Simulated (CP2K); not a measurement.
Consider tetrahydrofuran at its PBE geometry (Å).

```xyz
13

C    -0.2510    1.0157   -0.2502
C     0.9278    0.3210    0.4485
C     0.7527   -1.1246   -0.0181
O    -0.6719   -1.3310   -0.1643
C    -1.3459   -0.0490   -0.1521
H    -0.5396    1.9639    0.2203
H    -0.0046    1.2170   -1.3028
H     1.9048    0.7397    0.1759
H     0.8185    0.3863    1.5408
H     1.1357   -1.8681    0.6957
H     1.2459   -1.2926   -0.9929
H    -1.9153    0.0460    0.7896
H    -2.0570   -0.0243   -0.9905
```

Method: CP2K XAS_TDP, all-electron GAPW, PBEh(45%), aug-cc-pVDZ, TDA, GW2X-corrected core level, no relativity.

Q: Where do the C K-edge lines lie, and how strong are they?

Leading lines: C1 289.87 eV and C3 291.14 eV. The leading line of an atom is its first one with 35 % of the strongest within 2.5 eV of its lowest line over the strength cut. Core ionisation energies at this level: C1 291.96 and C3 293.16 eV.

The first six lines of each atom with a strength over 0.0015:

```tsv
atom	energy (eV)	states	strength, one atom	above the computed threshold
C1 (bonded to 2 C and 2 H), 2 alike	289.87	1	0.0089	
	290.34	1	0.0181	
	290.92	1	0.0022	
	291.67	1	0.0027	
	291.80	1	0.0024	
	291.87	1	0.0031	
C3 (bonded to C, O and 2 H), 2 alike	291.14	1	0.0158	
	291.68	1	0.0301	
	291.70	1	0.0184	
	292.54	1	0.0025	
	292.86	1	0.0062	
	293.09	2	0.0029
```

Lines are vertical, at one geometry, with no vibrational structure. GW2X ionisation energies and lines can be off by 1 to 2 eV either way, and a good line position may hide errors that cancel. These values hold no scalar relativity, about 0.1 eV for C 1s. Rydberg lines, and the discretised continuum above threshold, depend on the basis and the box.

[Banner, clock and machine lines of the logs are left out without a mark of their own.]

[Logs are printed without paths, hosts, clocks, repeated set-up lines and the standing remarks that a program may print on its own settings, such as how far it seeks lower states.]

[Hosts, paths, dates, database ids (printed as entryN), source tags and the programs' standing remarks are cut or masked in the printed files.]
